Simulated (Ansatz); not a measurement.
# What MgTiTe3 (built on the sites of a database entry of BaTiO3) distorts into, part 2 of 3

Aim: this structure of MgTiTe3 (built on the sites of a database entry of BaTiO3) is to be tested for unstable modes, and one is followed downhill.

Ansatz 0.2.0; DFT PBE+D3(BJ), scalar-relativistic, plane waves, PAW.

So far. Step 4 (The mode frozen in, largest atomic shift 0.22 Å): The run ends at a pressure of -0.24 GPa, with forces up to 0.15 eV/Å. Step 5 (Energy along the mode, all amplitudes (two of the runs …): The lowest of the steps tried is at 0.22 Å, 3.77 meV/atom below the parent; the bottom of the well need not coincide with a step.

The structure was built from a prototype and need not be the compound's stable phase.

## Step 6: Relaxation from the frozen mode

Starting from the lowest point found, all atoms and the cell are let go, so that strain and other modes of the same symmetry can join in.

Contents of input.yaml:

```yaml
crystal:
  lattice:
    - [5.4777658673, 0.0, 0.0]
    - [0.0, 5.4777658673, 0.0]
    - [0.0, 0.0, 5.4637026632]
  atoms:
    - { symbol: Mg, position: [0.0, -0.0401623591, 0.7694008361] }
    - { symbol: Ti, position: [0.5, 0.5253795499, 0.4898131398] }
    - { symbol: Te, position: [0.5, 0.5239928333, 0.0402955509] }
    - { symbol: Te, position: [0.5, 0.013162399, 0.6217452365] }
    - { symbol: Te, position: [0.0, 0.4609741033, 0.6217452365] }
kpoints:
  mp_grid: { grid: [8, 8, 8] }
hamiltonian:
  xc: pbe
  dispersion: d3bj
scf:
  occupations: { method: methfessel_paxton, width: 0.2 }
output:
  forces: true
  stress: true
  eigenvalues: true
relax:
  adjacent_minimum: "off"
  f_tol: 0.002
  max_steps: 120
  cell: { stress_tol: 0.03 }
```

Launch:

```
$ ansatz run input.yaml --threads 8 --pin off --max-ram 14336MiB --backend cpu --events-out ev --progress --plain --runs-dir out
```

Numbers of over 12 decimals in the logs are rounded to 6 here.

Output:

```text
[...]
Crystal: 5 atoms, lattice volume = 163.943 Å³
Basis set: ecut = 420 eV, 3191 PW (Γ), exchange–correlation on 80×80×80 points (8 copies of the dense FFT grid, shifted against one another)
Bands: 42, of which v1, the nominal top of the filled ones, is band 35 counted from 1 (34 counted from 0)
Symmetry: 2 space group operations
[...]
k-points: 170 of 512 (time reversal used)
[...]
SCF iter   1: F=—  HF=-25366.926167 eV  |F-HF|=—  |Δ(HF+E_count)|=         —  Δρ=4.26e-3  dr2=2.60e-2  ethr=1.77e-3  ⟨swp⟩=6.9  Hψ=28065  notcnv=0
[...]
SCF iter   9: F=-25366.921842 eV  HF=-25366.921842 eV  |F-HF|=4.10e-9  |Δ(HF+E_count)|=   7.63e-8  S|Δr|=    0.00e0  Δρ=2.82e-6  dr2=2.16e-8  ethr=1.43e-10  ⟨swp⟩=8.3  Hψ=30774  notcnv=0
SCF 1 converged in 9 iterations: F = -25366.921842 eV  dr2 = 2.16e-8
[...]
relax step   1: F+E_penalty+E_count = -25366.92184188 eV  Δ(F+E_penalty+E_count) = +0.000e0 eV  max|allowed force component| = 1.438e-1 eV/Å  Δτ_max = 0.0000 Å  P = -0.238 GPa  Ω = 163.943 Å³  (9 SCF iters, dr2 threshold 1.00e-7 eV, accepted)
Crystal: 5 atoms, lattice volume = 162.333 Å³
Basis set: ecut = 420 eV, 3167 PW (Γ), exchange–correlation on 80×80×80 points (8 copies of the dense FFT grid, shifted against one another)
[...]
iter 1 solved again at ethr=2.83e-5 eV; its pass at ethr=3.10e-3 eV (dr2=1.98e-2 eV) is discarded
[...]
SCF iter   7: F=-25366.931588 eV  HF=-25366.931588 eV  |F-HF|=1.95e-8  |Δ(HF+E_count)|=   5.14e-7  S|Δr|=    0.00e0  Δρ=1.76e-5  dr2=3.83e-7  ethr=7.14e-10  ⟨swp⟩=5.8  Hψ=35774  notcnv=0
SCF 2 converged in 7 iterations: F = -25366.931588 eV  dr2 = 3.83e-7
relax step   2: F+E_penalty+E_count = -25366.93158808 eV  Δ(F+E_penalty+E_count) = -9.746e-3 eV  max|allowed force component| = 6.598e-2 eV/Å  Δτ_max = 0.0600 Å  P = +0.110 GPa  Ω = 162.333 Å³  energy of the carried Pulay correction = +1.612e-4 eV  (7 SCF iters, dr2 threshold 5.00e-7 eV, accepted)
Crystal: 5 atoms, lattice volume = 160.415 Å³
Basis set: ecut = 420 eV, 3125 PW (Γ), exchange–correlation on 80×80×80 points (8 copies of the dense FFT grid, shifted against one another)
[...]
SCF iter   9: F=-25366.939918 eV  HF=-25366.939918 eV  |F-HF|=9.58e-8  |Δ(HF+E_count)|=   1.62e-7  S|Δr|=    0.00e0  Δρ=6.80e-6  dr2=1.80e-7  ethr=3.89e-10  ⟨swp⟩=6.6  Hψ=29721  notcnv=0
SCF 3 converged in 9 iterations: F = -25366.939918 eV  dr2 = 1.80e-7
relax step   3: F+E_penalty+E_count = -25366.93991814 eV  Δ(F+E_penalty+E_count) = -8.330e-3 eV  max|allowed force component| = 1.392e-1 eV/Å  Δτ_max = 0.0971 Å  P = +0.166 GPa  Ω = 160.415 Å³  energy of the carried Pulay correction = +3.552e-4 eV  (9 SCF iters, dr2 threshold 2.72e-7 eV, accepted)
[... from here on, the SCF cycles and remarks between the steps are left out ...]
relax step   4: F+E_penalty+E_count = -25366.94526007 eV  Δ(F+E_penalty+E_count) = -5.342e-3 eV  max|allowed force component| = 9.970e-2 eV/Å  Δτ_max = 0.0853 Å  P = +0.041 GPa  Ω = 160.047 Å³  energy of the carried Pulay correction = +3.928e-4 eV  (9 SCF iters, dr2 threshold 5.00e-7 eV, accepted)
relax step   5: F+E_penalty+E_count = -25366.94718470 eV  Δ(F+E_penalty+E_count) = -1.925e-3 eV  max|allowed force component| = 7.458e-2 eV/Å  Δτ_max = 0.0596 Å  P = -0.153 GPa  Ω = 160.354 Å³  energy of the carried Pulay correction = +3.614e-4 eV  (8 SCF iters, dr2 threshold 5.00e-7 eV, accepted)
relax step   6: F+E_penalty+E_count = -25366.94843395 eV  Δ(F+E_penalty+E_count) = -1.249e-3 eV  max|allowed force component| = 3.823e-2 eV/Å  Δτ_max = 0.0372 Å  P = +0.000 GPa  Ω = 159.643 Å³  energy of the carried Pulay correction = +4.340e-4 eV  (8 SCF iters, dr2 threshold 3.48e-7 eV, accepted)
relax step   7: F+E_penalty+E_count = -25366.94886360 eV  Δ(F+E_penalty+E_count) = -4.296e-4 eV  max|allowed force component| = 3.280e-2 eV/Å  Δτ_max = 0.0127 Å  P = -0.009 GPa  Ω = 159.526 Å³  energy of the carried Pulay correction = +4.459e-4 eV  (7 SCF iters, dr2 threshold 9.13e-8 eV, accepted)
relax step   8: F+E_penalty+E_count = -25366.94955915 eV  Δ(F+E_penalty+E_count) = -6.956e-4 eV  max|allowed force component| = 1.283e-2 eV/Å  Δτ_max = 0.0253 Å  P = -0.026 GPa  Ω = 159.333 Å³  energy of the carried Pulay correction = +4.657e-4 eV  (8 SCF iters, dr2 threshold 6.72e-8 eV, accepted)
relax step   9: F+E_penalty+E_count = -25366.96691301 eV  Δ(F+E_penalty+E_count) = -1.735e-2 eV  max|allowed force component| = 9.966e-2 eV/Å  Δτ_max = 0.1954 Å  P = -0.133 GPa  Ω = 157.513 Å³  energy of the carried Pulay correction = +6.533e-4 eV  (11 SCF iters, dr2 threshold 2.11e-8 eV, accepted)
relax step  10: F+E_penalty+E_count = -25367.01750365 eV  Δ(F+E_penalty+E_count) = -5.059e-2 eV  max|allowed force component| = 1.648e-1 eV/Å  Δτ_max = 0.1950 Å  P = -0.236 GPa  Ω = 155.621 Å³  energy of the carried Pulay correction = +8.505e-4 eV  (10 SCF iters, dr2 threshold 5.00e-7 eV, accepted)
relax step  11: F+E_penalty+E_count = -25367.12796298 eV  Δ(F+E_penalty+E_count) = -1.105e-1 eV  max|allowed force component| = 2.095e-1 eV/Å  Δτ_max = 0.2000 Å  P = -0.458 GPa  Ω = 152.816 Å³  energy of the carried Pulay correction = +1.147e-3 eV  (7 SCF iters, dr2 threshold 5.00e-7 eV, accepted)
relax step  12: F+E_penalty+E_count = -25367.19642785 eV  Δ(F+E_penalty+E_count) = -6.846e-2 eV  max|allowed force component| = 2.365e-1 eV/Å  Δτ_max = 0.1948 Å  P = -0.646 GPa  Ω = 150.488 Å³  energy of the carried Pulay correction = +1.398e-3 eV  (7 SCF iters, dr2 threshold 5.00e-7 eV, accepted)
relax step  13: F+E_penalty+E_count = -25367.28468312 eV  Δ(F+E_penalty+E_count) = -8.826e-2 eV  max|allowed force component| = 4.044e-1 eV/Å  Δτ_max = 0.1947 Å  P = -0.091 GPa  Ω = 146.042 Å³  energy of the carried Pulay correction = +1.886e-3 eV  (7 SCF iters, dr2 threshold 5.00e-7 eV, accepted)
relax step  14: F+E_penalty+E_count = -25367.40720351 eV  Δ(F+E_penalty+E_count) = -1.225e-1 eV  max|allowed force component| = 3.394e-1 eV/Å  Δτ_max = 0.2000 Å  P = -0.356 GPa  Ω = 140.963 Å³  energy of the carried Pulay correction = +2.462e-3 eV  (7 SCF iters, dr2 threshold 5.00e-7 eV, accepted)
relax step  15: F+E_penalty+E_count = -25367.51789475 eV  Δ(F+E_penalty+E_count) = -1.107e-1 eV  max|allowed force component| = 2.922e-1 eV/Å  Δτ_max = 0.1961 Å  P = -0.030 GPa  Ω = 136.782 Å³  energy of the carried Pulay correction = +2.950e-3 eV  (7 SCF iters, dr2 threshold 5.00e-7 eV, accepted)
relax step  16: F+E_penalty+E_count = -25367.55307124 eV  Δ(F+E_penalty+E_count) = -3.518e-2 eV  max|allowed force component| = 2.429e-1 eV/Å  Δτ_max = 0.1905 Å  P = +0.657 GPa  Ω = 134.427 Å³  energy of the carried Pulay correction = +3.231e-3 eV  (6 SCF iters, dr2 threshold 5.00e-7 eV, accepted)
relax step  17: F+E_penalty+E_count = -25367.64061088 eV  Δ(F+E_penalty+E_count) = -8.754e-2 eV  max|allowed force component| = 1.045e-1 eV/Å  Δτ_max = 0.1464 Å  P = -0.162 GPa  Ω = 137.471 Å³  energy of the carried Pulay correction = +2.869e-3 eV  (7 SCF iters, dr2 threshold 5.00e-7 eV, accepted)
relax step  18: F+E_penalty+E_count = -25367.67184204 eV  Δ(F+E_penalty+E_count) = -3.123e-2 eV  max|allowed force component| = 3.953e-2 eV/Å  Δτ_max = 0.1034 Å  P = -0.288 GPa  Ω = 138.310 Å³  energy of the carried Pulay correction = +2.770e-3 eV  (6 SCF iters, dr2 threshold 5.00e-7 eV, accepted)
relax step  19: F+E_penalty+E_count = -25367.66851411 eV  Δ(F+E_penalty+E_count) = +3.328e-3 eV  max|allowed force component| = 1.805e-1 eV/Å  Δτ_max = 0.0932 Å  P = +0.239 GPa  Ω = 137.408 Å³  energy of the carried Pulay correction = +2.876e-3 eV  (6 SCF iters, dr2 threshold 5.00e-7 eV, rejected (line search))
relax step  20: F+E_penalty+E_count = -25367.67699726 eV  Δ(F+E_penalty+E_count) = -5.155e-3 eV  max|allowed force component| = 8.016e-2 eV/Å  Δτ_max = 0.0386 Å  P = +0.202 GPa  Ω = 137.727 Å³  energy of the carried Pulay correction = +2.839e-3 eV  (10 SCF iters, accepted)
relax step  21: F+E_penalty+E_count = -25367.67843234 eV  Δ(F+E_penalty+E_count) = -1.435e-3 eV  max|allowed force component| = 3.106e-2 eV/Å  Δτ_max = 0.0251 Å  P = -0.004 GPa  Ω = 138.002 Å³  energy of the carried Pulay correction = +2.806e-3 eV  (6 SCF iters, dr2 threshold 4.02e-7 eV, accepted)
relax step  22: F+E_penalty+E_count = -25367.67863092 eV  Δ(F+E_penalty+E_count) = -1.986e-4 eV  max|allowed force component| = 3.756e-3 eV/Å  Δτ_max = 0.0073 Å  P = +0.000 GPa  Ω = 138.019 Å³  energy of the carried Pulay correction = +2.804e-3 eV  (5 SCF iters, dr2 threshold 6.03e-8 eV, accepted)
relax step  23: F+E_penalty+E_count = -25367.67863231 eV  Δ(F+E_penalty+E_count) = -1.388e-6 eV  max|allowed force component| = 4.181e-4 eV/Å  Δτ_max = 0.0009 Å  P = -0.000 GPa  Ω = 138.027 Å³  energy of the carried Pulay correction = +2.803e-3 eV  (5 SCF iters, dr2 threshold 8.82e-10 eV, accepted)
relax step  24: F+E_penalty+E_count = -25367.68101391 eV  Δ(F+E_penalty+E_count) = -2.382e-3 eV  max|allowed force component| = 6.897e-4 eV/Å  Δτ_max = 0.0000 Å  P = +0.063 GPa  Ω = 138.027 Å³  stress off target by 1.92e-1 GPa  SCF on the basis re-selected at this cell (its energy is not comparable with the rows above)  (8 SCF iters)
relax step  25: F+E_penalty+E_count = -25367.68121060 eV  Δ(F+E_penalty+E_count) = -1.967e-4 eV  max|allowed force component| = 9.009e-3 eV/Å  Δτ_max = 0.0025 Å  P = +0.019 GPa  Ω = 138.156 Å³  energy of the carried Pulay correction = -1.636e-5 eV  (5 SCF iters, dr2 threshold 9.25e-8 eV, accepted)
relax step  26: F+E_penalty+E_count = -25367.68126217 eV  Δ(F+E_penalty+E_count) = -5.157e-5 eV  max|allowed force component| = 5.425e-3 eV/Å  Δτ_max = 0.0027 Å  P = +0.001 GPa  Ω = 138.231 Å³  energy of the carried Pulay correction = -2.598e-5 eV  (6 SCF iters, dr2 threshold 8.61e-9 eV, accepted)
relax step  27: F+E_penalty+E_count = -25367.68126867 eV  Δ(F+E_penalty+E_count) = -6.502e-6 eV  max|allowed force component| = 8.278e-5 eV/Å  Δτ_max = 0.0009 Å  P = -0.000 GPa  Ω = 138.226 Å³  energy of the carried Pulay correction = -2.538e-5 eV  (5 SCF iters, dr2 threshold 1.84e-9 eV, accepted)
[...]
SCF iter   1: F=—  HF=-25367.681250 eV  |F-HF|=—  |Δ(HF+E_count)|=         —  Δρ=5.28e-5  dr2=8.26e-8  ethr=2.39e-7  ⟨swp⟩=3.4  Hψ=49044  notcnv=0
eigensolver tolerance schedule: the retry pair's looser diagonalisation over-reported the residual by 2022.42 of it (diagonalisation noise at 0.18 of the residual, at the tolerance the schedule requests for it); recorded, not acted on — ethr = c·dr2/N_el stays at c = 1.0e-1
SCF iter   2: F=—  HF=-25367.681295 eV  |F-HF|=—  |Δ(HF+E_count)|=   4.59e-5  S|Δr|=    0.00e0  Δρ=1.50e-6  dr2=3.17e-9  ethr=1.18e-10  ⟨swp⟩=3.5  Hψ=17811  notcnv=0
[...]
SCF iter   5: F=-25367.681295 eV  HF=-25367.681295 eV  |F-HF|=3.64e-12  |Δ(HF+E_count)|=  1.09e-11  S|Δr|=    0.00e0  Δρ=5.04e-8  dr2=4.93e-12  ethr=1.00e-12  ⟨swp⟩=7.8  Hψ=37427  notcnv=0
SCF 28 converged in 5 iterations: F = -25367.681295 eV  dr2 = 4.93e-12
relax step  28: F+E_penalty+E_count = -25367.68129543 eV  Δ(F+E_penalty+E_count) = -2.676e-5 eV  max|allowed force component| = 8.182e-5 eV/Å  Δτ_max = 0.0000 Å  P = -0.000 GPa  Ω = 138.226 Å³  stress off target by 7.06e-4 GPa  SCF on the basis re-selected at this cell (its energy is not comparable with the rows above)  (5 SCF iters)
[...]
SCF converged after 5 iterations
[...]
Free energy (F): -25367.681295 eV
[...]
Internal energy: -25367.686550 eV  (E = F + TS)
E sigma→0 (E₀):  -25367.682609 eV
Entropy (-TS):   0.005255 eV (1.051 meV/atom)
Fermi energy:    9.289869 eV
[...]
--- Forces (eV/Å), atoms counted from 1 ---
  atom   1  Mg    -0.00000000     0.00002314     0.00003439
  atom   2  Ti     0.00000000    -0.00004536     0.00003843
  atom   3  Te     0.00000000    -0.00004500    -0.00003731
  atom   4  Te     0.00000000    -0.00001498    -0.00005320
  atom   5  Te    -0.00000000     0.00008172     0.00001738
  max |Σ_I F_I| component: 4.74e-7 eV/Å
--- Stress (GPa, compression-positive) ---
       -0.000089      -0.000000       0.000000
       -0.000000      -0.000417       0.000385
        0.000000       0.000385      -0.000195
  P = ⅓ Tr σ = -0.0002 GPa (-0.002 kbar)
--- Band table (eV; the first three rows and the last of 170) ---
  k-point 0: bands = [... 31 lower, 6.9363, 8.1641, 8.1794, 9.2709, 9.6335, 9.7899, 10.1764, 10.5168, ... 3 higher]
  k-point 1: bands = [... 31 lower, 6.9043, 8.0710, 8.1392, 9.3297, 9.4330, 9.7509, 10.2209, 10.5390, ... 3 higher]
  k-point 2: bands = [... 31 lower, 6.8139, 7.8301, 8.0655, 9.0189, 9.4608, 9.7754, 10.2940, 10.7080, ... 3 higher]
  k-point 169: bands = [... 31 lower, 6.9117, 7.3555, 8.9766, 9.5112, 9.6016, 9.6332, 10.2096, 10.3579, ... 3 higher]
--- Relaxed structure (26 steps of the walk, 25 accepted, 2 SCFs on fresh bases) ---
  F+E_penalty+E_count = -25367.68129543 eV   max|allowed force component| = 8.182e-5 eV/Å   (the final SCF, on the basis selected at the relaxed cell)
  cell:  # Å, volume = 138.2260 Å³
    - [4.611359, 0.0, 0.0]
    - [0.0, 5.523521, -0.732433]
    - [0.0, -0.730553, 5.523688]
  atoms:
    - { symbol: Mg, position: [0.0, -0.085239, 0.926695] }
    - { symbol: Ti, position: [0.5, 0.524859, 0.536771] }
    - { symbol: Te, position: [0.5, 0.659511, 0.059541] }
    - { symbol: Te, position: [0.5, 0.047616, 0.671450] }
    - { symbol: Te, position: [0.0, 0.336600, 0.348543] }
```

Wall time 6.7 min (8 threads of Arm Neoverse V2, shared host); peak memory 1.5 GiB; 52 min of CPU time.

Step by step (22 of 28):

```tsv
step	energy less that of the first step (eV)	largest force component (eV/Å)	pressure (GPa)	volume (Å³)
1	0.0000	0.1438	-0.24	163.94
2	-0.0097	0.0660	0.11	162.33
4	-0.0234	0.0997	0.04	160.05
5	-0.0253	0.0746	-0.15	160.35
6	-0.0266	0.0382	0.00	159.64
7	-0.0270	0.0328	-0.01	159.53
9	-0.0451	0.0997	-0.13	157.51
10	-0.0957	0.1648	-0.24	155.62
11	-0.2061	0.2095	-0.46	152.82
13	-0.3628	0.4044	-0.09	146.04
14	-0.4854	0.3394	-0.36	140.96
15	-0.5961	0.2922	-0.03	136.78
16	-0.6312	0.2429	0.66	134.43
18	-0.7500	0.0395	-0.29	138.31
19	-0.7467	0.1805	0.24	137.41
20	-0.7552	0.0802	0.20	137.73
22	-0.7568	0.0038	0.00	138.02
23	-0.7568	0.0004	0.00	138.03
24*	-0.7592	0.0007	0.06	138.03
25	-0.7594	0.0090	0.02	138.16
27	-0.7594	0.0001	0.00	138.23
28*	-0.7595	0.0001	0.00	138.23
```

Relaxation steps marked * repeat the geometry before them on a plane-wave basis chosen anew for their cell, so energy and pressure can jump there. Other such steps can lie between the rows shown. Relaxation step 19 was tried and not accepted.

Forces are held to the 2 operations that the run works with; a distortion that breaks them can't arise in this run.

```tsv
cell as run	before	after	change
a (Å)	5.478	4.611	-15.8 %
b (Å)	5.478	5.572	+1.7 %
c (Å)	5.464	5.572	+2.0 %
α (°)	90.00	105.09	+16.8 %
volume (Å³/atom)	32.79	27.65	-15.7 %
```

The atoms that moved most (Å, as changes of fractional coordinates times the final cell):

```tsv
atom	dx	dy	dz	length
Te5	0.000	-0.487	-1.418	1.499
Mg1	0.000	-0.364	0.902	0.973
Te3	0.000	0.734	0.007	0.735
Te4	0.000	0.154	0.249	0.293
Ti2	0.000	-0.037	0.260	0.262
```

Numbers from this step:

```
pressure        : -2.34e-4 GPa
volume per atom : 27.65 Å³
```

The distorted start has space group Pm; the relaxation ends in Amm2.

## Step 7: The new phase in its own primitive cell

The relaxed structure is symmetrised, reduced to its primitive cell and relaxed tightly, as its phonons need.

input.yaml, the sections that differ from step 6:

```yaml
crystal:
  lattice:
    - [4.6113588427, 0.0, 0.0]
    - [0.0, 4.4230217355, 3.3885342099]
    - [0.0, -4.4230217355, 3.3885342099]
  atoms:
    - { symbol: Mg, position: [0.0, 0.0852390184, 0.0852390184] }
    - { symbol: Ti, position: [0.5, 0.4751522155, 0.4751522155] }
    - { symbol: Te, position: [0.5, 0.952393614, 0.3404891991] }
    - { symbol: Te, position: [0.5, 0.3404891991, 0.952393614] }
    - { symbol: Te, position: [0.0, 0.6633956163, 0.6633956163] }
relax:
  adjacent_minimum: "off"
  f_tol: 0.001
  max_steps: 60
  cell: { stress_tol: 0.01 }
# kpoints, hamiltonian, scf, output: as in step 6
```

Output:

```text
[...]
Crystal: 5 atoms, lattice volume = 138.226 Å³
Basis set: ecut = 420 eV, 2679 PW (Γ), exchange–correlation on 64×80×80 points (8 copies of the dense FFT grid, shifted against one another)
Bands: 42, of which v1, the nominal top of the filled ones, is band 35 counted from 1 (34 counted from 0)
Symmetry: 4 space group operations
[...]
cell:  # Å, volume = 138.2260 Å³
    - [4.6113588427, 0.0, 0.0]
    - [0.0, 4.4230217355, 3.3885342099]
    - [0.0, -4.4230217355, 3.3885342099]
  atoms:
    - { symbol: Mg, position: [0.0, 0.0852390184, 0.0852390184] }
    - { symbol: Ti, position: [0.5, 0.475152, 0.475152] }
    - { symbol: Te, position: [0.5, 0.952393614, 0.340489] }
    - { symbol: Te, position: [0.5, 0.340489, 0.952393614] }
    - { symbol: Te, position: [0.0, 0.663396, 0.663396] }
[key lines of the parts left out:]
SCF converged after 7 iterations
Free energy (F): -25367.681295 eV
Fermi energy:    9.289869 eV
P = ⅓ Tr σ = -0.0001 GPa (-0.001 kbar)
```

Elapsed: 16 s, on 8 threads; peak memory 0.87 GiB.

(Continued in part 3 of 3.)

[Logs are printed without paths, hosts, clocks, repeated set-up lines and the standing remarks that a program may print on its own settings, such as how far it seeks lower states.]

[Hosts, paths, dates, database ids (printed as entryN), source tags and the programs' standing remarks are cut or masked in the printed files.]
